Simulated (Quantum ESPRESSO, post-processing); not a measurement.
# Ni: work function by face, part 2 of 2

Aim: the work function of the low-index faces of Ni, their order, and how far the functional matters.

Quantum ESPRESSO 7.5; plane-wave DFT, PBE, PseudoDojo norm-conserving pseudopotentials.

So far. Step 11 (Potential by pp.x of (100)): On (100) the work function under PBEsol lies +0.11 eV from PBE's. Step 12 (Relaxation with pw.x of (110), PBE): The relaxation lowers the energy by 11 meV an atom. On the free atoms the largest force ends at 0.023 eV/Å.

## (13) Ground state of (110), PBE

Level of this step: plane-wave DFT, PBE, PseudoDojo norm-conserving pseudopotentials (Quantum ESPRESSO 7.5).

110.pbe.in reads:

```
&control
  prefix = '110.pbe'
  outdir = './out'
  pseudo_dir = './pseudo'
  calculation = 'scf'
  tprnfor = .true.
/
&system
  ibrav = 0
  nat = 7
  ntyp = 1
  ecutwfc = 90
  ecutrho = 360
  occupations = 'smearing'
  smearing = 'mv'
  degauss = 0.02
  nspin = 2
  starting_magnetization(1) = 0.12
/
&electrons
  conv_thr = 1e-07
  mixing_beta = 0.4
  electron_maxstep = 120
  mixing_mode = 'local-TF'
/
ATOMIC_SPECIES
  Ni  58.6934  Ni.dojo-sr-pbe-0.4.1-standard.upf
CELL_PARAMETERS angstrom
  3.52000000000000 0.00000000000000 0.00000000000000
  0.00000000000000 2.48901586977665 0.00000000000000
  0.00000000000000 0.00000000000000 23.46704760932994
ATOMIC_POSITIONS crystal
  Ni  0.000000000000 0.000000000000 0.344420831600
  Ni  0.500000000000 0.500000000000 0.391980388400
  Ni  0.000000000000 0.000000000000 0.446967852300
  Ni  0.500000000000 0.500000000000 0.500000000000
  Ni  0.000000000000 0.000000000000 0.553032147700
  Ni  0.500000000000 0.500000000000 0.608019611600
  Ni  0.000000000000 0.000000000000 0.655579168400
K_POINTS automatic
  8 12 1 0 0 0
```

On the command line:

```
$ OMP_NUM_THREADS=1 mpirun -n 4 pw.x -nk 4 -in 110.pbe.in > 110.pbe.out
```

Run time: 12 min. Hardware: 4 MPI ranks of Arm Neoverse V2, shared host; peak memory 2.8 GiB.

This step gave:

| Quantity | Value |
| --- | --- |
| free energy | -31958.1218 eV |
| Fermi energy | 4.083 eV |
| magnetization | 5 μB |
| absolute magnetization | 5.73 μB |
| site moments | 0.8172, 0.7509, 0.7253, 0.7122, 0.7253, 0.7509, 0.8172 μB |

## (14) Electrostatic potential of (110)

110.pbe.pot.in reads:

```
&inputpp
  prefix = '110.pbe'
  outdir = './out'
  filplot = '110.pbe.pot.dat'
  plot_num = 11
/
```

On the command line:

```
$ OMP_NUM_THREADS=1 mpirun -n 4 pp.x -in 110.pbe.pot.in > 110.pbe.pot.out
```

Run time: 0.85 s. Hardware: 4 MPI ranks; peak memory 0.12 GiB.

Read from the output:

| Quantity | Value |
| --- | --- |
| work function of the upper face | 4.547 eV |
| slope of the potential above | 1.51e-4 eV/Å |
| upper vacuum line continued to the top atoms, over the Fermi level | 4.546 eV |
| work function of the lower face | 4.547 eV |
| slope of the potential below | -1.14e-4 eV/Å |
| lower vacuum line continued to the bottom atoms, over the Fermi level | 4.546 eV |

The potential energy, planar mean oscillates, so the rows of the table below give means over windows of 1.22 Å about each position, cut where the curve ends. Its maxima inside the range that stand out by 2 % of the span (Å: eV): 8.6: -8.53, 9.8: -5.71, 11.1: -6.35, 12.3: -6.35, 13.6: -5.71, 14.9: -8.53. Its minima: 8.1: -16.5, 9.2: -16.9, 10.5: -16.6, 11.7: -16.7, 13.0: -16.6, 14.3: -16.9, 15.4: -16.5.

Electrostatic potential energy of an electron; zero at the Fermi level. Table of potential energy, planar mean by z; means over each step:

```csv
z (Å),"potential energy, planar mean (eV)"
0.61,4.55
1.83,4.55
3.05,4.55
4.27,4.54
5.49,4.49
6.71,3.33
7.93,-9.80
9.15,-12.0
10.37,-11.2
11.59,-11.4
12.81,-11.3
14.03,-11.3
15.25,-11.6
16.47,1.93
17.69,4.43
18.91,4.54
20.13,4.55
21.35,4.55
22.57,4.55
```

## (15) Self-consistent run of (110), PBEsol

Level of this step: plane-wave DFT, PBEsol, PseudoDojo norm-conserving pseudopotentials (Quantum ESPRESSO 7.5).

110.pbesol.in, as its differences from the input of step 13:

```diff
@@ -1,3 +1,3 @@
 &control
-  prefix = '110.pbe'
+  prefix = '110.pbesol'
   outdir = './out'
@@ -26,3 +26,3 @@
 ATOMIC_SPECIES
-  Ni  58.6934  Ni.dojo-sr-pbe-0.4.1-standard.upf
+  Ni  58.6934  Ni.dojo-sr-pbesol-0.4.1-standard.upf
 CELL_PARAMETERS angstrom
```

On the command line:

```
$ OMP_NUM_THREADS=1 mpirun -n 4 pw.x -nk 4 -in 110.pbesol.in > 110.pbesol.out
```

The job ended after 12 min (4 MPI ranks; peak memory 2.8 GiB; 47 min of CPU time).

Read from the output:

| Item | Value |
| --- | --- |
| free energy | -31930.9892 eV |
| Fermi energy | 3.946 eV |
| magnetization | 4.99 μB |
| absolute magnetization | 5.65 μB |
| site moments | 0.8115, 0.7451, 0.7197, 0.7061, 0.7197, 0.7451, 0.8115 μB |

## (16) Potential by pp.x of (110)

110.pbesol.pot.in reads:

```
&inputpp
  prefix = '110.pbesol'
  outdir = './out'
  filplot = '110.pbesol.pot.dat'
  plot_num = 11
/
```

On the command line:

```
$ OMP_NUM_THREADS=1 mpirun -n 4 pp.x -in 110.pbesol.pot.in > 110.pbesol.pot.out
```

Wall time 0.85 s (4 MPI ranks); peak memory 0.12 GiB; 3.1 s of CPU time.

Read from the output:

* work function of the upper face: 4.653 eV
* slope of the potential above: 1.25e-4 eV/Å
* upper vacuum line continued to the top atoms, over the Fermi level: 4.652 eV
* work function of the lower face: 4.653 eV
* slope of the potential below: -9.42e-5 eV/Å
* lower vacuum line continued to the bottom atoms, over the Fermi level: 4.652 eV

On (110) the work function under PBEsol lies +0.11 eV from PBE's.

## (17) The series side by side

All levels:

```csv
level,work function (eV),CPU time (s)
"(111), PBE",5.031,635.3
"(111), PBEsol",5.174,632.8
"(100), PBE",4.901,888.7
"(100), PBEsol",5.013,903.8
"(110), PBE",4.547,2980
"(110), PBEsol",4.653,2823
```

## (18) The arithmetic

For (111) under PBE, on the run's own zero: φ = 9.992 − (4.961) = 5.031 eV.

## (19) Outcome

| Quantity | Value |
| --- | --- |
| work function of (111), PBE | 5.03 eV |
| work function of (111), PBEsol | 5.17 eV |
| work function of (100), PBE | 4.90 eV |
| work function of (100), PBEsol | 5.01 eV |
| work function of (110), PBE | 4.55 eV |
| work function of (110), PBEsol | 4.65 eV |

What this shows: Under PBE the work functions are 5.03 eV on (111), 4.90 eV on (100) and 4.55 eV on (110). In order of packing, from 5.37 to 8.76 Å² an atom, the faces are (111), (100) and (110). The work function falls in the same order, as Smoluchowski's picture of charge smoothing over rough faces expects. PBEsol lies +0.11 to +0.14 eV from PBE on the same atoms, nearly a rigid shift. The top two spacings change by -1.6 and -0.2 % on (111), -4.1 and +0.8 % on (100) and -10.3 and +3.7 % on (110). The slabs are thin and unreconstructed, at the tabulated lattice constant; thickness and mesh leave some 0.05 to 0.1 eV open.

Computed beside measured:

| quantity | measured | PBE | PBEsol |
| --- | --- | --- | --- |
| work function of (111) (eV) | 5.36 | 5.03 (-0.33 eV) | 5.17 (-0.19 eV) |
| work function of (100) (eV) | 5.17 | 4.90 (-0.27 eV) | 5.01 (-0.16 eV) |
| work function of (110) (eV) | 4.55 | 4.55 (-0.00 eV) | 4.65 (+0.10 eV) |

Measured values from arxiv:1902.07811 (2019).

How well it matches: The grades are ours: good and fair within 3 and 7 % for the work function of (111), 3 and 7 % for the work function of (100) and 3 and 7 % for the work function of (110). Other measurements of the same face can differ from the value quoted by 0.1 to 0.2 eV.

[Logs are printed without paths, hosts, clocks, repeated set-up lines and the standing remarks that a program may print on its own settings, such as how far it seeks lower states.]

[Hosts, paths, dates, database ids (printed as entryN), source tags and the programs' standing remarks are cut or masked in the printed files.]

[Maps of the electrostatic potential energy from Ansatz leave out the sawtooth potential of an applied field or a dipole correction, so their vacuum need not be flat; planar profiles and work functions include it.]
